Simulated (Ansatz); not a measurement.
# Meshes and cutoff for the phonons of KCl (Sylvite, Fm-3m), part 2 of 4

Wanted: convergence of the phonons of KCl (Sylvite, Fm-3m) against cost.

Ansatz 0.2.0; DFT PBE, scalar-relativistic, plane waves, PAW.

So far, highest frequency on the path or at a solved wavevector (cm⁻¹): step 3 (phonons on a q mesh) 196; step 4 (q mesh 2×2×2) 196. The relaxed cell has a = 6.382 Å (conventional setting).

## (6) Another q mesh, k-mesh 12×12×12, q mesh 6×6×6

The q mesh is changed to 6×6×6, to see how far the force constants must reach; the k mesh is 12×12×12, against 8×8×8 in the base run, so that the q mesh divides it.

Input file input.yaml:

```yaml
crystal:
  lattice:
    - [0.0, 3.1908106043, 3.1908106043]
    - [3.1908106043, 0.0, 3.1908106043]
    - [3.1908106043, 3.1908106043, 0.0]
  atoms:
    - { symbol: K, position: [0.0, 0.0, 0.0] }
    - { symbol: Cl, position: [0.5, 0.5, 0.5] }
kpoints:
  mp_grid: { grid: [12, 12, 12] }
hamiltonian:
  xc: pbe
scf:
  occupations: { method: fixed }
output:
  eigenvalues: true
phonons:
  method: dfpt
  qmesh: [6, 6, 6]
  temperatures: { t_max: 1000, t_step: 50 }
  qpath:
    path:
      - [[0.0, 0.0, 0.0], [0.5, 0.0, 0.5], [0.625, 0.25, 0.625]]
      - [[0.375, 0.375, 0.75], [0.0, 0.0, 0.0], [0.5, 0.5, 0.5], [0.5, 0.25, 0.75], [0.5, 0.0, 0.5]]
    npoints: 10
  non_analytic_term:
    high_frequency_dielectric_tensor: [[2.2815, 0.0, 0.0], [0.0, 2.2815, 0.0], [0.0, 0.0, 2.2815]]
    born_effective_charges:
      - { species: K, tensor: [[1.1296, 0.0, 0.0], [0.0, 1.1296, 0.0], [0.0, 0.0, 1.1296]] }
      - { species: Cl, tensor: [[-1.1296, 0.0, 0.0], [0.0, -1.1296, 0.0], [0.0, 0.0, -1.1296]] }
    source: "zone-centre run at this cell"
```

On the command line:

```sh
$ ansatz run input.yaml --threads 4 --pin off --max-ram 7168MiB --backend cpu --events-out ev --progress --plain --runs-dir out
```

Numbers of over 12 decimals in the logs are rounded to 6 here.

The log of the run:

```text
[...]
Crystal: 2 atoms, lattice volume = 64.973 Å³
Basis set: ecut = 420 eV, 1243 PW (Γ), exchange–correlation on 64×64×64 points (8 copies of the dense FFT grid, shifted against one another)
Bands: 12, of which v1, the nominal top of the filled ones, is band 8 counted from 1 (7 counted from 0)
Symmetry: 48 space group operations
k-points: 72 of 1728
[...]
k-point 71: bands = [... 4 lower, -10.0944, 0.1314, 0.1314, 0.1326, 8.5443, 8.5443, 9.8280, 10.2459]
[...]
ASR residual: 6.543e-5 → 0.000e0 eV/Å²; symmetrization residual: 4.666e-6 eV/Å²
  ASR residual per site (eV/Å²): 5.06e-6 6.54e-5
  Γ frequencies (cm⁻¹): 0.00 0.00 0.00 125.39 125.39 125.39
--- Phonons (arbitrary-q DFPT): 16 irreducible q on the 6×6×6 mesh ---
[...]
interpolated dispersion: 63 rows × 6 modes
[...]
[key lines of the parts left out:]
SCF converged after 7 iterations
Free energy (F): -2621.226109 eV
Fermi energy:    0.581131 eV
```

Run time: 12 min. Hardware: 4 threads of Arm Neoverse V1, shared host; peak memory 2.8 GiB; 47 min of CPU time.

Frequencies (cm⁻¹) solved at each irreducible wavevector; negative means imaginary. Frequencies by wavevector, by row:

| q in reciprocal lattice units | star | mode 1 | mode 2 | mode 3 | mode 4 | mode 5 | mode 6 |
| --- | --- | --- | --- | --- | --- | --- | --- |
| 0 0 0 | 1 | 0 | 0 | 0 | 125.4 | 125.4 | 125.4 |
| 0 0 0.1667 | 8 | 37.2 | 37.2 | 54 | 122.5 | 122.5 | 190.8 |
| 0 0 0.3333 | 8 | 69.9 | 69.9 | 103.8 | 113.2 | 113.2 | 173.9 |
| 0 0 -0.5 | 4 | 91.6 | 91.6 | 99.9 | 99.9 | 143.2 | 146.3 |
| 0 0.1667 0.1667 | 6 | 30.7 | 30.7 | 71.3 | 126.5 | 126.5 | 178.5 |
| 0 0.1667 0.3333 | 24 | 53.2 | 62.1 | 102.4 | 117.8 | 123.9 | 165 |
| 0 0.1667 -0.5 | 24 | 77.8 | 94.2 | 103.7 | 113.2 | 129.5 | 146.8 |
| 0 0.1667 -0.3333 | 24 | 73.9 | 90.5 | 100.6 | 119.3 | 122.7 | 153.7 |
| 0 0.1667 -0.1667 | 12 | 46.8 | 65.3 | 85.8 | 113.2 | 127.7 | 176 |
| 0 0.3333 0.3333 | 6 | 52.1 | 52.1 | 118.6 | 128.6 | 128.6 | 136.7 |
| 0 0.3333 -0.5 | 24 | 64.6 | 77.4 | 107.3 | 125.2 | 131.1 | 135.2 |
| 0 0.3333 -0.3333 | 12 | 81.2 | 89.4 | 113.1 | 116.4 | 130 | 133 |
| 0 -0.5 -0.5 | 3 | 59.6 | 59.6 | 107 | 129.6 | 129.6 | 136 |
| 0.1667 0.3333 -0.5 | 24 | 67.4 | 82.5 | 105 | 121.6 | 130.1 | 143.2 |
| 0.1667 0.3333 -0.3333 | 24 | 86.1 | 86.9 | 112.2 | 113.2 | 131.2 | 133.8 |
| 0.1667 -0.5 -0.3333 | 12 | 75.2 | 89.4 | 98 | 122.7 | 131.2 | 134.4 |

The mean frequency is 107.0 cm⁻¹, +0.0 cm⁻¹ against the base run, whose k mesh differs too.

## (7) Comparing the runs

Times are for 4 threads of Arm Neoverse V1, shared host. The series side by side:

| no. | q mesh | k-mesh | mean frequency (cm⁻¹) | zero-point energy per atom (meV) | lowest frequency on the path (cm⁻¹) | time | memory (GiB) |
| --- | --- | --- | --- | --- | --- | --- | --- |
| 1 | 2×2×2 | 8×8×8 | 107 | 19.89 | 0 | 13 s | 0.61 |
| 2 | 3×3×3 | 9×9×9 | 106.9 | 19.89 | 0 | 46 s | 0.94 |
| 3 | 6×6×6 | 12×12×12 | 107 | 19.89 | 0 | 12 min | 2.8 |

The phonon density of states has structure finer than the step of the table below, so its rows give means over 5 cm⁻¹, whole bins alone (the curve runs from 1 to 195 cm⁻¹). Peaks (cm⁻¹: height): 2×2×2, 8×8×8 81.0: 0.0627, 89.0: 0.0783, 101.0: 0.0911, 131.0: 0.140, 135.0: 0.132; 3×3×3, 9×9×9 83.0: 0.0609, 91.0: 0.0921, 103.0: 0.0979, 131.0: 0.142; 6×6×6, 12×12×12 83.0: 0.0614, 91.0: 0.0970, 103.0: 0.0947, 131.0: 0.137.

The runs together. Table of phonon density of states by wavenumber; means over each step; values in 1/cm⁻¹/cell:

| wavenumber (cm⁻¹) | 2×2×2, 8×8×8 | 3×3×3, 9×9×9 | 6×6×6, 12×12×12 |
| --- | --- | --- | --- |
| 5 | 5.9e-5 | 9.3e-5 | 7.6e-5 |
| 10 | 2.5e-4 | 5.3e-4 | 3.5e-4 |
| 15 | 7.9e-4 | 0.00131 | 0.00102 |
| 20 | 0.00142 | 0.00239 | 0.00189 |
| 25 | 0.00243 | 0.00369 | 0.00308 |
| 30 | 0.00364 | 0.00520 | 0.00458 |
| 35 | 0.00528 | 0.00707 | 0.00654 |
| 40 | 0.00744 | 0.00932 | 0.00894 |
| 45 | 0.0104 | 0.0120 | 0.0121 |
| 50 | 0.0145 | 0.0156 | 0.0162 |
| 55 | 0.0212 | 0.0208 | 0.0221 |
| 60 | 0.0350 | 0.0300 | 0.0323 |
| 65 | 0.0425 | 0.0371 | 0.0382 |
| 70 | 0.0458 | 0.0406 | 0.0412 |
| 75 | 0.0492 | 0.0442 | 0.0446 |
| 80 | 0.0553 | 0.0504 | 0.0506 |
| 85 | 0.0543 | 0.0517 | 0.0504 |
| 90 | 0.0649 | 0.0723 | 0.0730 |
| 95 | 0.0214 | 0.0280 | 0.0246 |
| 100 | 0.0648 | 0.0543 | 0.0456 |
| 105 | 0.0680 | 0.0776 | 0.0808 |
| 110 | 0.0552 | 0.0551 | 0.0588 |
| 115 | 0.0638 | 0.0656 | 0.0678 |
| 120 | 0.0711 | 0.0754 | 0.0798 |
| 125 | 0.0920 | 0.102 | 0.109 |
| 130 | 0.124 | 0.131 | 0.119 |
| 135 | 0.0932 | 0.0730 | 0.0735 |
| 140 | 0.0249 | 0.0248 | 0.0258 |
| 145 | 0.0190 | 0.0190 | 0.0196 |
| 150 | 0.0163 | 0.0164 | 0.0166 |
| 155 | 0.0138 | 0.0138 | 0.0140 |
| 160 | 0.0122 | 0.0122 | 0.0123 |
| 165 | 0.0107 | 0.0108 | 0.0108 |
| 170 | 0.00945 | 0.00954 | 0.00946 |
| 175 | 0.00819 | 0.00829 | 0.00817 |
| 180 | 0.00693 | 0.00704 | 0.00692 |
| 185 | 0.00559 | 0.00570 | 0.00561 |
| 190 | 0.00398 | 0.00408 | 0.00403 |

The runs together, line C_V. Table of C_V by temperature; values in J/mol-atom/K:

| temperature (K) | 2×2×2, 8×8×8 | 3×3×3, 9×9×9 | 6×6×6, 12×12×12 |
| --- | --- | --- | --- |
| 0 | 0 | 0 | 0 |
| 50 | 12.3 | 12.3 | 12.3 |
| 100 | 20.4 | 20.4 | 20.4 |
| 150 | 22.7 | 22.7 | 22.7 |
| 200 | 23.7 | 23.7 | 23.7 |
| 250 | 24.1 | 24.1 | 24.1 |
| 300 | 24.4 | 24.4 | 24.4 |
| 350 | 24.5 | 24.5 | 24.5 |
| 400 | 24.6 | 24.6 | 24.6 |
| 450 | 24.7 | 24.7 | 24.7 |
| 500 | 24.7 | 24.7 | 24.7 |
| 550 | 24.8 | 24.8 | 24.8 |
| 600 | 24.8 | 24.8 | 24.8 |
| 650 | 24.8 | 24.8 | 24.8 |
| 700 | 24.8 | 24.8 | 24.8 |
| 750 | 24.8 | 24.8 | 24.8 |
| 800 | 24.9 | 24.9 | 24.9 |
| 850 | 24.9 | 24.9 | 24.9 |
| 900 | 24.9 | 24.9 | 24.9 |
| 950 | 24.9 | 24.9 | 24.9 |
| 1000 | 24.9 | 24.9 | 24.9 |

## (8) Another k mesh, k-mesh 2×2×2, q mesh 2×2×2

The k mesh is changed to 2×2×2 on a small fixed q mesh, to find the coarsest that serves.

input.yaml, the sections that differ from step 6:

```yaml
kpoints:
  mp_grid: { grid: [2, 2, 2] }
phonons:
  method: dfpt
  dielectric: true
  rigid_motions: translations
  qmesh: [2, 2, 2]
  temperatures: { t_max: 1000, t_step: 50 }
  qpath:
    path:
      - [[0.0, 0.0, 0.0], [0.5, 0.0, 0.5], [0.625, 0.25, 0.625]]
      - [[0.375, 0.375, 0.75], [0.0, 0.0, 0.0], [0.5, 0.5, 0.5], [0.5, 0.25, 0.75], [0.5, 0.0, 0.5]]
    npoints: 10
# crystal, hamiltonian, scf, output: as in step 6
```

The log of the run:

```text
[...]
Crystal: 2 atoms, lattice volume = 64.973 Å³
Basis set: ecut = 420 eV, 1243 PW (Γ), exchange–correlation on 64×64×64 points (8 copies of the dense FFT grid, shifted against one another)
Bands: 12, of which v1, the nominal top of the filled ones, is band 8 counted from 1 (7 counted from 0)
Symmetry: 48 space group operations
k-points: 4 of 8 (irreducible under 8 space group operations)
[...]
SCF iter   1: F=—  HF=-2621.161931 eV  |F-HF|=—  |Δ(HF+E_count)|=         —  Δρ=1.34e-3  dr2=2.45e-3  ethr=1.77e-3  ⟨swp⟩=4.0  Hψ=255  notcnv=0  defer=2
[...]
SCF iter   7: F=-2621.161056 eV  HF=-2621.161056 eV  |F-HF|=6.68e-11  |Δ(HF+E_count)|=  4.01e-10  Δρ=3.70e-7  dr2=9.04e-11  ethr=1.00e-12  ⟨swp⟩=7.8  Hψ=261  notcnv=0
SCF 1 converged in 7 iterations: F = -2621.161056 eV  dr2 = 9.04e-11
[...]
DFPT response loops at Γ: preconditioner auto → none (the input reference at scf.mixing.eps_inf says where Resta's filter doesn't serve); β = 0.50; Broyden in place of MSR1
── the response to a field inside a basis, on 4×4×4 k-points: an SCF that follows is theirs, and a resumed run solves both again ──
Bands: 9, of which v1, the nominal top of the filled ones, is band 8 counted from 1 (7 counted from 0)
k-points: 10 of 64 (irreducible under 12 space group operations)
[...]
Eigensolver: Dense (10 Hₖ)
SCF iter   1: F=—  HF=-2621.226526 eV  |F-HF|=—  |Δ(HF+E_count)|=         —  Δρ=1.34e-3  dr2=2.52e-3  ethr=1.00e-1
[...]
SCF iter   5: F=-2621.225847 eV  HF=-2621.225847 eV  |F-HF|=4.02e-9  |Δ(HF+E_count)|=   3.23e-7  Δρ=2.55e-6  dr2=3.42e-9  ethr=1.33e-9
SCF 1 converged in 5 iterations: F = -2621.225847 eV  dr2 = 3.42e-9
[...]
WARN: field response: ε∞ stands inside a basis, on 4×4×4 points; the force constants stand on the 2×2×2 k-mesh, whose period is 10.40 times the interband length at k = (0.0000, 0.0000, 0.0000), direct gap 5.014 eV, under 14: take them and everything formed from them as unconverged, and compare with a denser kpoints.mp_grid
[...]
SCF converged after 7 iterations
Free energy (F): -2621.161056 eV
[...]
Internal energy: -2621.161056 eV  (E = F + TS)
E sigma→0 (E₀):  -2621.161056 eV
Fermi energy:    0.643757 eV
[...]
--- Band table (eV) ---
  k-point 0: bands = [... 4 lower, -10.1931, 0.6438, 0.6438, 0.6438, 5.6574, 8.9279, 8.9279, 8.9279]
  k-point 1: bands = [... 4 lower, -9.9583, -0.3472, 0.3475, 0.3475, 8.0703, 9.0463, 10.9387, 10.9387]
  k-point 2: bands = [... 4 lower, -10.2400, 0.0094, 0.4272, 0.4272, 7.1580, 8.7453, 10.4486, 10.6794]
  k-point 3: bands = [... 4 lower, -10.2400, 0.0094, 0.4272, 0.4272, 7.1580, 8.7453, 10.4486, 10.6794]
--- Phonons (Γ-DFPT): 2 representative perturbations + reference, on 4 of 8 k-points (Σ response iterations 6) ---
  k mesh reduced under 8 symmetry operations, with k and −k counted as one. Each operation leaves every solved perturbation unchanged. A smaller set is not considered because the run solves the response to a homogeneous field
  ASR residual: 6.251e-4 → 0.000e0 eV/Å²; symmetrization residual: 2.936e-6 eV/Å²
  ASR residual per site (eV/Å²): 1.49e-4 6.25e-4
  Γ frequencies (cm⁻¹): 0.00 0.00 0.00 118.73 118.73 118.73
  ε∞ (high-frequency dielectric tensor):
        2.281415     0.000000    -0.000000
        0.000000     2.281415     0.000000
       -0.000000     0.000000     2.281415
  ε⁰ (static dielectric tensor: ions relaxed, cell fixed):
        5.964481     0.000000     0.000000
        0.000000     5.964481     0.000000
        0.000000     0.000000     5.964481
  ε⁰ − ε∞ (ionic part):
        3.683066     0.000000     0.000000
        0.000000     3.683066     0.000000
        0.000000     0.000000     3.683066
  softest optical mode at Γ: 118.73 cm⁻¹; the repairs (sum rule, projections) moved no ω² at Γ by more than (2.22 cm⁻¹)²
  Born effective charges Z* (e; rows j = field, columns β = displacement):
    site 0:
         1.12900   -0.00000    0.00000
         0.00000    1.12900    0.00000
        -0.00000   -0.00000    1.12900
    site 1:
        -1.12900    0.00000   -0.00000
        -0.00000   -1.12900   -0.00000
         0.00000    0.00000   -1.12900
  Z* charge neutrality: 1.810e-4 e pre-enforcement
  solved inside a basis spanned on kpoints, on 4×4×4 k-points, its susceptibility summed on 8×8×8: ε∞ is read to err by 3.9e-3, Z* by 4.5e-2 e (field_mesh: kpoints solves on kpoints); Z* is corrected for what the basis lacks
  optical modes at Γ without the LO–TO term, one row a degenerate level:
      ω (cm⁻¹)  modes    IR ((D/Å)²/amu)
        118.73      3             4.7450
  optical modes at Γ + LO–TO along q̂ = [1.0000, 0.0000, 0.0000]:
      ω (cm⁻¹)  modes    IR ((D/Å)²/amu)
        118.73      2             3.1633
        191.98      1             1.5817
  optical modes at Γ + LO–TO along q̂ = [0.0000, 1.0000, 0.0000]:
      ω (cm⁻¹)  modes    IR ((D/Å)²/amu)
        118.73      2             3.1633
        191.98      1             1.5817
  optical modes at Γ + LO–TO along q̂ = [0.0000, 0.0000, 1.0000]:
      ω (cm⁻¹)  modes    IR ((D/Å)²/amu)
        118.73      2             3.1633
        191.98      1             1.5817
--- Phonons (arbitrary-q DFPT): 3 irreducible q on the 2×2×2 mesh ---
[...]
interpolated dispersion: 63 rows × 6 modes
[...]
```

The job ended after 6.2 s (4 threads; peak memory 0.41 GiB; 21 s of CPU time).

The run finished; it serves as a test, and its numbers are not taken as the result.

## (9) Another k mesh, k-mesh 4×4×4, q mesh 2×2×2

The k mesh is changed to 4×4×4 on a small fixed q mesh, to find the coarsest that serves.

Changes to input.yaml since step 8:

```diff
@@ -9,3 +9,3 @@
 kpoints:
-  mp_grid: { grid: [2, 2, 2] }
+  mp_grid: { grid: [4, 4, 4] }
 hamiltonian:
```

The log of the run:

```text
[...]
Crystal: 2 atoms, lattice volume = 64.973 Å³
Basis set: ecut = 420 eV, 1243 PW (Γ), exchange–correlation on 64×64×64 points (8 copies of the dense FFT grid, shifted against one another)
Bands: 12, of which v1, the nominal top of the filled ones, is band 8 counted from 1 (7 counted from 0)
Symmetry: 48 space group operations
k-points: 13 of 64 (irreducible under 8 space group operations, time reversal used)
[...]
SCF iter   1: F=—  HF=-2621.226207 eV  |F-HF|=—  |Δ(HF+E_count)|=         —  Δρ=2.64e-4  dr2=3.46e-5  ethr=1.77e-3  ⟨swp⟩=4.6  Hψ=853  notcnv=0  defer=20
[...]
SCF iter   7: F=-2621.225939 eV  HF=-2621.225939 eV  |F-HF|=1.82e-12  |Δ(HF+E_count)|=  2.31e-10  Δρ=4.81e-8  dr2=2.24e-12  ethr=1.00e-12  ⟨swp⟩=7.6  Hψ=963  notcnv=0
SCF 1 converged in 7 iterations: F = -2621.225939 eV  dr2 = 2.24e-12
[...]
Bands: 9, of which v1, the nominal top of the filled ones, is band 8 counted from 1 (7 counted from 0)
k-points: 10 of 64 (irreducible under 12 space group operations)
[...]
Eigensolver: Dense (10 Hₖ)
SCF iter   1: F=—  HF=-2621.225122 eV  |F-HF|=—  |Δ(HF+E_count)|=         —  Δρ=3.01e-5  dr2=1.70e-7  ethr=1.00e-1
[...]
SCF iter   2: F=-2621.225123 eV  HF=-2621.225122 eV  |F-HF|=1.76e-7  |Δ(HF+E_count)|=   4.91e-7  Δρ=1.59e-5  dr2=2.90e-8  ethr=1.06e-9
SCF 1 converged in 2 iterations: F = -2621.225123 eV  dr2 = 2.90e-8
[...]
SCF converged after 7 iterations
Free energy (F): -2621.225939 eV
[...]
Internal energy: -2621.225939 eV  (E = F + TS)
E sigma→0 (E₀):  -2621.225939 eV
Fermi energy:    0.581474 eV
[...]
--- Band table (eV; the first three rows and the last of 13) ---
  k-point 0: bands = [... 4 lower, -10.1754, 0.5815, 0.5815, 0.5815, 5.6284, 8.9181, 8.9181, 8.9181]
  k-point 1: bands = [... 4 lower, -10.0605, 0.0352, 0.4300, 0.4300, 6.8473, 8.6836, 9.6316, 9.6316]
  k-point 2: bands = [... 4 lower, -9.9568, -0.4006, 0.2881, 0.2881, 8.0390, 9.0135, 10.9384, 10.9384]
  k-point 12: bands = [... 4 lower, -10.0945, 0.1318, 0.1318, 0.1330, 8.5445, 8.5445, 9.8281, 10.2459]
[...]
ASR residual: 4.176e-5 → 0.000e0 eV/Å²; symmetrization residual: 2.274e-6 eV/Å²
  ASR residual per site (eV/Å²): 6.70e-6 4.18e-5
  Γ frequencies (cm⁻¹): 0.00 0.00 0.00 125.37 125.37 125.37
  ε∞ (high-frequency dielectric tensor):
        2.281445     0.000000     0.000000
        0.000000     2.281445     0.000000
        0.000000     0.000000     2.281445
  ε⁰ (static dielectric tensor: ions relaxed, cell fixed):
        5.585519    -0.000000     0.000000
       -0.000000     5.585519    -0.000000
        0.000000    -0.000000     5.585519
  ε⁰ − ε∞ (ionic part):
        3.304074    -0.000000     0.000000
       -0.000000     3.304074    -0.000000
        0.000000    -0.000000     3.304074
[...]
Born effective charges Z* (e; rows j = field, columns β = displacement):
    site 0:
         1.12909   -0.00000    0.00000
        -0.00000    1.12909    0.00000
         0.00000   -0.00000    1.12909
    site 1:
        -1.12909    0.00000   -0.00000
         0.00000   -1.12909   -0.00000
        -0.00000    0.00000   -1.12909
  Z* charge neutrality: 1.363e-4 e pre-enforcement
[...]
optical modes at Γ without the LO–TO term, one row a degenerate level:
      ω (cm⁻¹)  modes    IR ((D/Å)²/amu)
        125.37      3             4.7457
  optical modes at Γ + LO–TO along q̂ = [1.0000, 0.0000, 0.0000]:
      ω (cm⁻¹)  modes    IR ((D/Å)²/amu)
        125.37      2             3.1638
        196.16      1             1.5819
  optical modes at Γ + LO–TO along q̂ = [0.0000, 1.0000, 0.0000]:
      ω (cm⁻¹)  modes    IR ((D/Å)²/amu)
        125.37      2             3.1638
        196.16      1             1.5819
  optical modes at Γ + LO–TO along q̂ = [0.0000, 0.0000, 1.0000]:
      ω (cm⁻¹)  modes    IR ((D/Å)²/amu)
        125.37      2             3.1638
        196.16      1             1.5819
--- Phonons (arbitrary-q DFPT): 3 irreducible q on the 2×2×2 mesh ---
[...]
interpolated dispersion: 63 rows × 6 modes
[...]
```

Elapsed: 7.2 s, on 4 threads; peak memory 0.46 GiB; 25 s of CPU time.

The run finished; it serves as a test, and its numbers are not taken as the result.

## (10) Another k mesh, k-mesh 6×6×6, q mesh 2×2×2

The k mesh is changed to 6×6×6 on a small fixed q mesh, to find the coarsest that serves.

Changes to input.yaml since step 9:

```diff
@@ -9,3 +9,3 @@
 kpoints:
-  mp_grid: { grid: [4, 4, 4] }
+  mp_grid: { grid: [6, 6, 6] }
 hamiltonian:
```

The log of the run:

```text
[...]
Crystal: 2 atoms, lattice volume = 64.973 Å³
Basis set: ecut = 420 eV, 1243 PW (Γ), exchange–correlation on 64×64×64 points (8 copies of the dense FFT grid, shifted against one another)
Bands: 12, of which v1, the nominal top of the filled ones, is band 8 counted from 1 (7 counted from 0)
Symmetry: 48 space group operations
k-points: 30 of 216 (irreducible under 8 space group operations, time reversal used)
[...]
optical modes at Γ + LO–TO along q̂ = [0.0000, 1.0000, 0.0000]:
      ω (cm⁻¹)  modes    IR ((D/Å)²/amu)
        125.39      2             3.1669
        196.23      1             1.5835
  optical modes at Γ + LO–TO along q̂ = [0.0000, 0.0000, 1.0000]:
      ω (cm⁻¹)  modes    IR ((D/Å)²/amu)
        125.39      2             3.1669
        196.23      1             1.5835
--- Phonons (arbitrary-q DFPT): 3 irreducible q on the 2×2×2 mesh ---
[...]
interpolated dispersion: 63 rows × 6 modes
[...]
[key lines of the parts left out:]
SCF converged after 6 iterations
Free energy (F): -2621.226108 eV
Fermi energy:    0.581129 eV
```

Elapsed: 8.4 s, on 4 threads; peak memory 0.54 GiB.

Frequencies (cm⁻¹) solved at each irreducible wavevector; negative means imaginary. Frequencies by wavevector, by row:

| q in reciprocal lattice units | star | mode 1 | mode 2 | mode 3 | mode 4 | mode 5 | mode 6 |
| --- | --- | --- | --- | --- | --- | --- | --- |
| 0 0 0 | 1 | 0 | 0 | 0 | 125.4 | 125.4 | 125.4 |
| 0 0 -0.5 | 4 | 91.6 | 91.6 | 99.9 | 99.9 | 143.2 | 146.3 |
| 0 -0.5 -0.5 | 3 | 59.6 | 59.6 | 107 | 129.6 | 129.6 | 136 |

The highest optical mode at the zone centre (no LO-TO term) is 125.4 cm⁻¹, +0.0 cm⁻¹ against the base run.

## (11) Another k mesh, q mesh 2×2×2

The k mesh is changed to 8×8×8 on a small fixed q mesh, to find the coarsest that serves.

Changes to input.yaml since step 10:

```diff
@@ -9,3 +9,3 @@
 kpoints:
-  mp_grid: { grid: [6, 6, 6] }
+  mp_grid: { grid: [8, 8, 8] }
 hamiltonian:
```

The log of the run:

```text
[...]
Crystal: 2 atoms, lattice volume = 64.973 Å³
Basis set: ecut = 420 eV, 1243 PW (Γ), exchange–correlation on 64×64×64 points (8 copies of the dense FFT grid, shifted against one another)
Bands: 12, of which v1, the nominal top of the filled ones, is band 8 counted from 1 (7 counted from 0)
Symmetry: 48 space group operations
k-points: 59 of 512 (irreducible under 8 space group operations, time reversal used)
[...]
optical modes at Γ + LO–TO along q̂ = [0.0000, 1.0000, 0.0000]:
      ω (cm⁻¹)  modes    IR ((D/Å)²/amu)
        125.39      2             3.1669
        196.23      1             1.5835
  optical modes at Γ + LO–TO along q̂ = [0.0000, 0.0000, 1.0000]:
      ω (cm⁻¹)  modes    IR ((D/Å)²/amu)
        125.39      2             3.1669
        196.23      1             1.5835
--- Phonons (arbitrary-q DFPT): 3 irreducible q on the 2×2×2 mesh ---
[...]
interpolated dispersion: 63 rows × 6 modes
[...]
[key lines of the parts left out:]
SCF converged after 6 iterations
Free energy (F): -2621.226109 eV
Fermi energy:    0.581132 eV
```

The job ended after 15 s (4 threads; peak memory 0.6 GiB).

The highest optical mode at the zone centre (no LO-TO term) is 125.4 cm⁻¹, +0.0 cm⁻¹ against the base run.

(Continued in part 3 of 4.)

[Logs are printed without paths, hosts, clocks, repeated set-up lines and the standing remarks that a program may print on its own settings, such as how far it seeks lower states.]

[Hosts, paths, dates, database ids (printed as entryN), source tags and the programs' standing remarks are cut or masked in the printed files.]
